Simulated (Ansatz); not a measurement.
## The perfect Sn wire along [110], 6 atoms a period, H-terminated

Aim: is the Sn wire along [110], 6 atoms a period, H-terminated a metal or a semiconductor?

Main program and level: Ansatz 0.2.0; DFT PBE, plane waves, PAW; relaxation of a wire's period; PAW set soft_1, in the first sound run; inputs show where later runs differ.

### Step 1. The structure

The cell holds 14 atoms: 6 Sn and 8 H. Cell: a = 13.808 Å, b = 14.360 Å, c = 4.702 Å, α = 90.0°, β = 90.0°, γ = 90.0°. Vacuum lies along a and b. The structure's axis is c.

### Step 2. Relaxing the period

Band widths follow the bond lengths, so the wire is relaxed first. The atoms and the third cell vector are free; the box across stays fixed as vacuum. A Fermi-Dirac smearing is set since the result may be a metal. The pressure printed is a third of the stress's trace over the whole box, vacuum included; only the stress along the axis is relaxed.

Input file input.yaml:

```yaml
crystal:
  lattice:
    - [13.808, 0.0, 0.0]
    - [0.0, 14.36, 0.0]
    - [0.0, 0.0, 4.7022600949]
  atoms:
    - { symbol: Sn, position: [0.439807573, 0.663727654, 0.0] }
    - { symbol: H, position: [0.512979863, 0.763231067, 0.0] }
    - { symbol: Sn, position: [0.56020879, 0.499999935, 0.0] }
    - { symbol: H, position: [0.246234067, 0.236768802, 0.5] }
    - { symbol: H, position: [0.246234067, 0.435775629, 0.5] }
    - { symbol: H, position: [0.246234067, 0.763231067, 0.5] }
    - { symbol: H, position: [0.246234067, 0.564224241, 0.5] }
    - { symbol: Sn, position: [0.319406357, 0.336272216, 0.5] }
    - { symbol: Sn, position: [0.319406357, 0.663727654, 0.5] }
    - { symbol: Sn, position: [0.680610007, 0.499999935, 0.5] }
    - { symbol: H, position: [0.753782296, 0.400496521, 0.5] }
    - { symbol: H, position: [0.753782296, 0.599503348, 0.5] }
    - { symbol: Sn, position: [0.439807573, 0.336272216, 0.0] }
    - { symbol: H, position: [0.512979863, 0.236768802, 0.0] }
kpoints:
  mp_grid: { grid: [1, 1, 18] }
scf:
  occupations: { method: fermi_dirac, width: 0.05 }
hamiltonian:
  xc: pbe
  pseudopotentials: { kind: paw, azcp: { folder: soft_1 } }
relax:
  cell: { fix: [a, b, alpha, beta, gamma] }
  max_steps: 45
  f_tol: 0.03
```

Launch:

```console
$ ansatz run input.yaml --threads 4 --pin off --max-ram 16384MiB --backend cpu --events-out ev --progress --plain --runs-dir out
```

Numbers of over 12 decimals in the logs are rounded to 6 here.

The program printed:

```text
Engine: ansatz 0.2.0, aarch64-unknown-linux-gnu
Pseudopotentials: kind: paw
Pseudopotential: Sn, paw, valence charge 14, recommended cutoff 420 eV (normal), soft_1/Sn.paw.azcp
Pseudopotential: H, paw, valence charge 1, recommended cutoff 420 eV (normal), soft_1/H.paw.azcp
Functional definition: PBE
  parameter kappa = 0.804
  parameter beta = 0.066725
  exchange = pbe_x(kappa = kappa, mu = beta*pi^2/3)
  correlation = pbe_c(beta = beta)
Crystal: 14 atoms, lattice volume = 932.378 Å³
Basis set: ecut = 420 eV, 18191 PW (Γ), exchange–correlation on 192×192×64 points (8 copies of the dense FFT grid, shifted against one another)
Bands: 60, of which v1, the nominal top of the filled ones, is band 46 counted from 1 (45 counted from 0)
Symmetry: 4 space group operations
Space group: Pmm2 (ITA 25), of the structure as read, at distance tolerance 9.8e-5 Å
k-points: 10 of 18
Non-local potential: Sn, projectors of the file, l = 0: 2, l = 1: 2, l = 2: 2, l = 3: 1
Non-local potential: H, projectors of the file, l = 0: 2, l = 1: 1
PAW form: soft (Blöchl's): semilocal exchange-correlation on the pseudo side does not see the compensation charge
PAW one-centre angular grid: Sn, 590 points (default); XC on 64 Gauss nodes
PAW one-centre angular grid: H, 110 points (default); XC on 64 Gauss nodes
Initial density: superposition of atomic densities (neutral atoms: chi_scale 0, normalization atom)
Initial wavefunctions: pseudopotential atomic-orbital guess
Functional: x = pbe(κ = 0.804, μ = 0.219515), c = pbe(β = 0.066725)
SCF iter   1: F=—  HF=-36271.452201 eV  |F-HF|=—  |Δ(HF+E_count)|=         —  Δρ=2.74e-2  dr2=7.12e0  ethr=3.10e-3  ⟨swp⟩=8.0  Hψ=2901  notcnv=0  defer=6
preconditioner: auto → Resta (q_TF=auto, 1.855 Å⁻¹)  ε∞=1.7  [insulator: Δε(μ)=1.236 eV  Ē_g=8.245 eV  σ=0.050 eV  W_gap=1.00  n_scr=102 (ndim 8)  ℏωp=6.9 eV  f_vac=0.597  D(μ)=0.00/eV (n_scr^D=0)  ε∞_Penn≈1.7  vacuum switching on, ρ_ref=4.9e-3 e/Å³]
SCF iter   2: F=—  HF=-36269.597062 eV  |F-HF|=—  |Δ(HF+E_count)|=    1.86e0  Δρ=9.91e-3  dr2=1.14e0  ethr=3.10e-3  ⟨swp⟩=3.6  Hψ=975  notcnv=0  defer=72
SCF iter   3: F=—  HF=-36269.332095 eV  |F-HF|=—  |Δ(HF+E_count)|=   2.65e-1  Δρ=2.79e-3  dr2=1.87e-1  ethr=1.24e-3  ⟨swp⟩=3.8  Hψ=907  notcnv=0  defer=72
SCF iter   4: F=—  HF=-36269.301162 eV  |F-HF|=—  |Δ(HF+E_count)|=   3.09e-2  Δρ=9.21e-4  dr2=1.47e-2  ethr=2.03e-4  ⟨swp⟩=4.6  Hψ=1107  notcnv=0  defer=77
SCF iter   5: F=—  HF=-36269.301194 eV  |F-HF|=—  |Δ(HF+E_count)|=   3.18e-5  Δρ=3.50e-4  dr2=1.05e-3  ethr=1.59e-5  ⟨swp⟩=2.3  Hψ=794  notcnv=0  defer=77
SCF iter   6: F=—  HF=-36269.301885 eV  |F-HF|=—  |Δ(HF+E_count)|=   6.90e-4  Δρ=1.06e-4  dr2=2.78e-4  ethr=1.14e-6  ⟨swp⟩=2.0  Hψ=682  notcnv=0  defer=77
SCF iter   7: F=—  HF=-36269.301914 eV  |F-HF|=—  |Δ(HF+E_count)|=   2.92e-5  Δρ=2.73e-5  dr2=1.90e-5  ethr=3.02e-7  ⟨swp⟩=2.0  Hψ=652  notcnv=0  defer=77
SCF iter   8: F=—  HF=-36269.301977 eV  |F-HF|=—  |Δ(HF+E_count)|=   6.30e-5  Δρ=1.08e-5  dr2=1.82e-6  ethr=2.06e-8  ⟨swp⟩=2.0  Hψ=707  notcnv=0  defer=77
SCF iter   9: F=—  HF=-36269.301978 eV  |F-HF|=—  |Δ(HF+E_count)|=   1.70e-6  Δρ=4.34e-6  dr2=2.61e-7  ethr=1.97e-9  ⟨swp⟩=2.0  Hψ=683  notcnv=0  defer=77
SCF iter  10: F=-36269.301979 eV  HF=-36269.301979 eV  |F-HF|=4.58e-8  |Δ(HF+E_count)|=   3.50e-7  Δρ=1.30e-6  dr2=1.88e-8  ethr=1.09e-10  ⟨swp⟩=5.0  Hψ=1996  notcnv=0
SCF 1 converged in 10 iterations: F = -36269.301979 eV  dr2 = 1.88e-8
  greatest PAW one-centre occupation: 0.991 electrons in one spin orbital (limit 2), on the Sn atom at site 9 (counted from 0), in its partial waves of l = 2
relax step   1: F+E_penalty+E_count = -36269.30197889 eV  Δ(F+E_penalty+E_count) = +0.000e0 eV  max|allowed force component| = 2.904e-1 eV/Å  Δτ_max = 0.0000 Å  P = -0.383 GPa  Ω = 932.378 Å³  fix = [a, b, alpha, beta, gamma]  reactions: a -0.473, b -0.391 GPa  (10 SCF iters, dr2 threshold 1.00e-7 eV, accepted)
Crystal: 14 atoms, lattice volume = 929.772 Å³
Basis set: ecut = 420 eV, 18127 PW (Γ), exchange–correlation on 192×192×64 points (8 copies of the dense FFT grid, shifted against one another)
Initial density: handed on by an earlier stage of this run
Initial wavefunctions: those handed on with the density
iter 1 solved again at ethr=3.31e-4 eV; its pass at ethr=3.10e-3 eV (dr2=3.04e-1 eV) is discarded
SCF iter   1: F=—  HF=-36269.308243 eV  |F-HF|=—  |Δ(HF+E_count)|=         —  Δρ=6.38e-3  dr2=3.07e-1  ethr=3.31e-4  ⟨swp⟩=3.2  Hψ=3065  notcnv=0
preconditioner: auto → Resta (q_TF=auto, 1.855 Å⁻¹)  ε∞=1.7  [insulator: Δε(μ)=1.585 eV  Ē_g=8.127 eV  σ=0.050 eV  W_gap=1.00  n_scr=102 (ndim 8)  ℏωp=6.9 eV  f_vac=0.656  D(μ)=0.00/eV (n_scr^D=0)  ε∞_Penn≈1.7  vacuum switching on, ρ_ref=4.8e-3 e/Å³]
SCF iter   2: F=—  HF=-36269.252461 eV  |F-HF|=—  |Δ(HF+E_count)|=   5.58e-2  Δρ=3.29e-3  dr2=6.64e-2  ethr=3.31e-4  ⟨swp⟩=4.2  Hψ=954  notcnv=0
SCF iter   3: F=—  HF=-36269.249827 eV  |F-HF|=—  |Δ(HF+E_count)|=   2.63e-3  Δρ=6.22e-4  dr2=1.75e-2  ethr=7.22e-5  ⟨swp⟩=4.5  Hψ=987  notcnv=0
SCF iter   4: F=—  HF=-36269.246300 eV  |F-HF|=—  |Δ(HF+E_count)|=   3.53e-3  Δρ=1.96e-4  dr2=5.24e-4  ethr=1.90e-5  ⟨swp⟩=2.2  Hψ=748  notcnv=0  defer=29
SCF iter   5: F=—  HF=-36269.246408 eV  |F-HF|=—  |Δ(HF+E_count)|=   1.08e-4  Δρ=5.52e-5  dr2=3.26e-5  ethr=5.70e-7  ⟨swp⟩=3.0  Hψ=992  notcnv=0  defer=29
SCF iter   6: F=—  HF=-36269.246424 eV  |F-HF|=—  |Δ(HF+E_count)|=   1.64e-5  Δρ=1.96e-5  dr2=7.85e-6  ethr=3.54e-8  ⟨swp⟩=3.0  Hψ=1049  notcnv=0  defer=29
SCF iter   7: F=-36269.246424 eV  HF=-36269.246424 eV  |F-HF|=5.45e-7  |Δ(HF+E_count)|=   6.90e-8  Δρ=6.34e-6  dr2=9.14e-7  ethr=1.52e-9  ⟨swp⟩=3.7  Hψ=2650  notcnv=0
SCF 2 converged in 7 iterations: F = -36269.246424 eV  dr2 = 9.14e-7
  greatest PAW one-centre occupation: 0.990 electrons in one spin orbital (limit 2), on the Sn atom at site 9 (counted from 0), in its partial waves of l = 2
relax step   2: F+E_penalty+E_count = -36269.24642394 eV  Δ(F+E_penalty+E_count) = +5.555e-2 eV  max|allowed force component| = 8.596e-1 eV/Å  Δτ_max = 0.1947 Å  P = +0.332 GPa  Ω = 929.772 Å³  energy of the carried Pulay correction = +2.343e-4 eV  fix = [a, b, alpha, beta, gamma]  (7 SCF iters, dr2 threshold 1.40e-6 eV, rejected (line search))
Crystal: 14 atoms, lattice volume = 931.783 Å³
Basis set: ecut = 420 eV, 18175 PW (Γ), exchange–correlation on 192×192×64 points (8 copies of the dense FFT grid, shifted against one another)
iter 1 solved again at ethr=1.45e-4 eV; its pass at ethr=3.10e-3 eV (dr2=1.33e-1 eV) is discarded
[...]
relax step   4: F+E_penalty+E_count = -36269.42730379 eV  Δ(F+E_penalty+E_count) = -2.055e-2 eV  max|allowed force component| = 7.095e-2 eV/Å  Δτ_max = 0.0810 Å  P = -0.008 GPa  Ω = 932.447 Å³  energy of the carried Pulay correction = -6.264e-6 eV  fix = [a, b, alpha, beta, gamma]  reactions: a -0.023, b -0.008 GPa  (6 SCF iters, dr2 threshold 7.66e-7 eV, accepted)
[...]
relax step   5: F+E_penalty+E_count = -36269.44098256 eV  Δ(F+E_penalty+E_count) = -1.368e-2 eV  max|allowed force component| = 7.676e-2 eV/Å  Δτ_max = 0.0901 Å  P = +0.029 GPa  Ω = 933.170 Å³  energy of the carried Pulay correction = -7.108e-5 eV  fix = [a, b, alpha, beta, gamma]  reactions: a +0.029, b +0.027 GPa  (7 SCF iters, dr2 threshold 3.15e-7 eV, accepted)
[...]
relax step   6: F+E_penalty+E_count = -36269.44961881 eV  Δ(F+E_penalty+E_count) = -8.636e-3 eV  max|allowed force component| = 3.668e-2 eV/Å  Δτ_max = 0.1280 Å  P = -0.009 GPa  Ω = 933.489 Å³  energy of the carried Pulay correction = -9.977e-5 eV  fix = [a, b, alpha, beta, gamma]  reactions: a -0.002, b -0.028 GPa  (7 SCF iters, dr2 threshold 3.68e-7 eV, accepted)
[...]
relax step   7: F+E_penalty+E_count = -36269.45167164 eV  Δ(F+E_penalty+E_count) = -2.053e-3 eV  max|allowed force component| = 9.355e-3 eV/Å  Δτ_max = 0.0410 Å  P = +0.002 GPa  Ω = 933.057 Å³  energy of the carried Pulay correction = -6.101e-5 eV  fix = [a, b, alpha, beta, gamma]  reactions: a -0.002, b +0.006 GPa  (7 SCF iters, dr2 threshold 8.41e-8 eV, accepted)
[...]
relax step   8: F+E_penalty+E_count = -36269.45243728 eV  Δ(F+E_penalty+E_count) = -7.656e-4 eV  max|allowed force component| = 3.504e-2 eV/Å  Δτ_max = 0.0794 Å  P = -0.010 GPa  Ω = 932.973 Å³  energy of the carried Pulay correction = -5.343e-5 eV  fix = [a, b, alpha, beta, gamma]  reactions: a -0.017, b -0.011 GPa  (10 SCF iters, accepted)
[...]
relax step   9: F+E_penalty+E_count = -36269.45255775 eV  Δ(F+E_penalty+E_count) = -1.205e-4 eV  max|allowed force component| = 2.156e-2 eV/Å  Δτ_max = 0.0193 Å  P = -0.007 GPa  Ω = 933.080 Å³  energy of the carried Pulay correction = -6.303e-5 eV  fix = [a, b, alpha, beta, gamma]  reactions: a -0.002, b -0.017 GPa  (6 SCF iters, dr2 threshold 7.67e-8 eV, accepted)
Initial wavefunctions: pseudopotential atomic-orbital guess (no wavefunctions were taken with the density)
iter 1 solved again at ethr=7.08e-7 eV; its pass at ethr=3.10e-3 eV (dr2=6.52e-4 eV) is discarded
SCF iter   1: F=—  HF=-36269.452067 eV  |F-HF|=—  |Δ(HF+E_count)|=         —  Δρ=1.53e-5  dr2=7.44e-8  ethr=7.08e-7  ⟨swp⟩=4.2  Hψ=4817  notcnv=0
eigensolver tolerance schedule: the retry pair's looser diagonalisation over-reported the residual by 8760.51 of it (diagonalisation noise at an unbounded share of the residual, at the tolerance the schedule requests for it); recorded, not acted on — ethr = c·dr2/N_el stays at c = 1.0e-1
preconditioner: auto → Resta (q_TF=auto, 1.854 Å⁻¹)  ε∞=1.7  [insulator: Δε(μ)=1.565 eV  Ē_g=8.006 eV  σ=0.050 eV  W_gap=1.00  n_scr=102 (ndim 8)  ℏωp=6.9 eV  f_vac=0.647  D(μ)=0.00/eV (n_scr^D=0)  ε∞_Penn≈1.7  vacuum switching on, ρ_ref=4.6e-3 e/Å³]
SCF iter   2: F=—  HF=-36269.452457 eV  |F-HF|=—  |Δ(HF+E_count)|=   3.90e-4  Δρ=7.68e-6  dr2=2.21e-8  ethr=8.08e-11  ⟨swp⟩=3.8  Hψ=1367  notcnv=0
SCF iter   3: F=—  HF=-36269.452579 eV  |F-HF|=—  |Δ(HF+E_count)|=   1.21e-4  Δρ=3.26e-6  dr2=4.45e-9  ethr=2.40e-11  ⟨swp⟩=4.0  Hψ=1252  notcnv=0
SCF iter   4: F=—  HF=-36269.452614 eV  |F-HF|=—  |Δ(HF+E_count)|=   3.52e-5  Δρ=3.01e-7  dr2=4.28e-10  ethr=4.83e-12  ⟨swp⟩=3.0  Hψ=873  notcnv=0
SCF iter   5: F=-36269.452614 eV  HF=-36269.452614 eV  |F-HF|=4.40e-9  |Δ(HF+E_count)|=   6.98e-7  Δρ=6.02e-8  dr2=7.96e-11  ethr=1.00e-12  ⟨swp⟩=6.0  Hψ=2255  notcnv=0
SCF 10 converged in 5 iterations: F = -36269.452614 eV  dr2 = 7.96e-11
relax step  10: F+E_penalty+E_count = -36269.45261442 eV  Δ(F+E_penalty+E_count) = -5.667e-5 eV  max|allowed force component| = 2.155e-2 eV/Å  Δτ_max = 0.0000 Å  P = -0.006 GPa  Ω = 933.080 Å³  fix = [a, b, alpha, beta, gamma]  reactions: a -0.001, b -0.016 GPa  stress off target by 1.09e-3 GPa on what of the cell is left free  SCF on the basis re-selected at this cell (its energy is not comparable with the rows above)  (5 SCF iters)
basis re-selected at this cell: Δ(F+E_penalty+E_count) = -5.667e-5 eV, ΔP = +0.000 GPa vs the last step (what re-selecting the basis moved, of the pressure what is left beyond the Pulay correction that the steps carried, after the strain that the cell walked since its last selection, with what the two solves' SCF thresholds leave and, on support functions, any second-order correction that the steps lacked; it is no m [...]
SCF converged after 5 iterations
Free energy (F): -36269.452614 eV
Harris-Foulkes:  -36269.452614 eV  (|F-HF|=4.40e-9)
Internal energy: -36269.452614 eV  (E = F + TS)
E sigma→0 (E₀):  -36269.452614 eV
Entropy (-TS):   -0.000000 eV (-0.000 meV/atom)
Fermi energy:    -1.525259 eV
--- Per-component energies (eV) ---
  E_band       = -1574.772503
  E_kinetic    = 1107.897175
  E_local      = -26291.395095  (includes V_loc(G=0)·N_el)
  E_nonlocal   = 874.105511
  E_hartree    = 12627.442991
  E_xc         = -817.829622
  E_vxc        = -562.301813  (∫ρ·V_xc dr)
  E_paw        = -26227.771278  (= ΣΔE_a)
  E_vpaw       = -1957.958916  (= ΣTr[D̂ρ^β])
  E_aug_tail   = -0.005412  (compensation charges beyond the density's cutoff)
  E_ewald      = 2458.103113
  E_smearing   = -0.000000  (= −TS)
  E_closure    = 0.000000  (closes the sum)
  Σ components = -36269.452614   (vs F -36269.452614, Δ=0.00e0)
--- Forces (eV/Å), atoms counted from 1 ---
  atom   1  Sn    -0.00111052     0.00789171    -0.00000000
  atom   2  H     -0.00001295    -0.00097637    -0.00000000
  atom   3  Sn     0.00316091     0.00000000     0.00000000
  atom   4  H     -0.00140964     0.02154518    -0.00000000
  atom   5  H      0.00158769    -0.01879305     0.00000000
  atom   6  H     -0.00140964    -0.02154518    -0.00000000
  atom   7  H      0.00158769     0.01879305     0.00000000
  atom   8  Sn     0.00138139    -0.00046158     0.00000000
  atom   9  Sn     0.00138139     0.00046158     0.00000000
  atom  10  Sn    -0.01036760    -0.00000000    -0.00000000
  atom  11  H      0.00316708     0.00454084     0.00000000
  atom  12  H      0.00316708    -0.00454084     0.00000000
  atom  13  Sn    -0.00111052    -0.00789171    -0.00000000
  atom  14  H     -0.00001295     0.00097637    -0.00000000
  max |Σ_I F_I| component: 5.67e-7 eV/Å
--- Stress (GPa, compression-positive) ---
       -0.001263      -0.000000      -0.000000
       -0.000000      -0.016380      -0.000000
       -0.000000      -0.000000      -0.001091
  P = ⅓ Tr σ = -0.0062 GPa (-0.062 kbar)
--- Relaxed structure (9 steps of the walk, 8 accepted, 1 SCFs on fresh bases) ---
  F+E_penalty+E_count = -36269.45261442 eV   max|allowed force component| = 2.155e-2 eV/Å   (the final SCF, on the basis selected at the relaxed cell)
  cell:  # Å, volume = 933.0798 Å³
    - [13.808, 0, 0]
    - [0, 14.36, 0]
    - [0, 0, 4.705801]
  atoms:
    - { symbol: Sn, position: [0.437696, 0.663990, 0] }
    - { symbol: H, position: [0.519354, 0.756098, -1.2091671547119082e-18] }
    - { symbol: Sn, position: [0.552337, 0.5, 0] }
    - { symbol: H, position: [0.265713, 0.212049, 0.500000] }
    - { symbol: H, position: [0.237390, 0.404289, 0.500000] }
    - { symbol: H, position: [0.265713, 0.787951, 0.500000] }
    - { symbol: H, position: [0.237390, 0.595711, 0.500000] }
    - { symbol: Sn, position: [0.325306, 0.318344, 0.500000] }
    - { symbol: Sn, position: [0.325306, 0.681656, 0.500000] }
    - { symbol: Sn, position: [0.668200, 0.5, 0.500000] }
    - { symbol: H, position: [0.743127, 0.403100, 0.500000] }
    - { symbol: H, position: [0.743127, 0.596900, 0.500000] }
    - { symbol: Sn, position: [0.437696, 0.336010, 0] }
    - { symbol: H, position: [0.519354, 0.243902, 1.2091671547119061e-18] }
```

Run time: 1.7 min. Hardware: 4 threads of Arm Neoverse V1, shared host; peak memory 1.5 GiB.

The steps of the relaxation:

| step | energy less that of the first step (eV) | largest force component (eV/Å) | pressure (GPa) | volume (Å³) |
| --- | --- | --- | --- | --- |
| 1 | 0.0000 | 0.2904 | -0.38 | 932.38 |
| 2 | 0.0556 | 0.8596 | 0.33 | 929.77 |
| 3 | -0.1048 | 0.1107 | -0.09 | 931.78 |
| 4 | -0.1253 | 0.0710 | -0.01 | 932.45 |
| 5 | -0.1390 | 0.0768 | 0.03 | 933.17 |
| 6 | -0.1476 | 0.0367 | -0.01 | 933.49 |
| 7 | -0.1497 | 0.0094 | 0.00 | 933.06 |
| 8 | -0.1505 | 0.0350 | -0.01 | 932.97 |
| 9 | -0.1506 | 0.0216 | -0.01 | 933.08 |
| 10* | -0.1506 | 0.0215 | -0.01 | 933.08 |

Relaxation steps marked * repeat the geometry before them on a plane-wave basis chosen anew for their cell, so energy and pressure can jump there. Relaxation step 2 was tried and not accepted.

The run keeps the 4 symmetry operations that it works with, so distortions that break them were not tested.

| cell as run | before | after | change |
| --- | --- | --- | --- |
| c (Å) | 4.702 | 4.706 | +0.1 % |

The atoms that moved most (Å, along periodic axes as changes of fractional coordinates times the final cell, across vacuum about the mean position):

| atom | dx | dy | dz | length |
| --- | --- | --- | --- | --- |
| H5 | -0.122 | -0.452 | 0.000 | 0.468 |
| H7 | -0.122 | 0.452 | 0.000 | 0.468 |
| H6 | 0.269 | 0.355 | 0.000 | 0.445 |
| H4 | 0.269 | -0.355 | 0.000 | 0.445 |
| Sn8 | 0.081 | -0.257 | 0.000 | 0.270 |
| Sn9 | 0.081 | 0.257 | 0.000 | 0.270 |
| Sn10 | -0.171 | 0.000 | 0.000 | 0.171 |
| H11 | -0.147 | 0.037 | 0.000 | 0.152 |

The relaxed structure:

```cif
data_structure
_symmetry_space_group_name_H-M 'P 1'
_symmetry_Int_Tables_number 1
_cell_length_a 13.8080
_cell_length_b 14.3600
_cell_length_c 4.7058
_cell_angle_alpha 90.000
_cell_angle_beta 90.000
_cell_angle_gamma 90.000
_cell_volume 933.08
loop_
_atom_site_label
_atom_site_type_symbol
_atom_site_fract_x
_atom_site_fract_y
_atom_site_fract_z
_atom_site_occupancy
Sn1 Sn 0.43770 0.66399 0.00000 1
H2 H 0.51935 0.75610 0.00000 1
Sn3 Sn 0.55234 0.50000 0.00000 1
H4 H 0.26571 0.21205 0.50000 1
H5 H 0.23739 0.40429 0.50000 1
H6 H 0.26571 0.78795 0.50000 1
H7 H 0.23739 0.59571 0.50000 1
Sn8 Sn 0.32531 0.31834 0.50000 1
Sn9 Sn 0.32531 0.68166 0.50000 1
Sn10 Sn 0.66820 0.50000 0.50000 1
H11 H 0.74313 0.40310 0.50000 1
H12 H 0.74313 0.59690 0.50000 1
Sn13 Sn 0.43770 0.33601 0.00000 1
H14 H 0.51935 0.24390 0.00000 1
```

This step gave:

- cell length along the wire: 4.706 Å

The cell's length comes to 4.706 Å with spin left out.

(Continued in part 2 of 2.)

[Logs are printed without paths, hosts, clocks, repeated set-up lines and the standing remarks that a program may print on its own settings, such as how far it seeks lower states.]

[Hosts, paths, dates, database ids (printed as entryN), source tags and the programs' standing remarks are cut or masked in the printed files.]
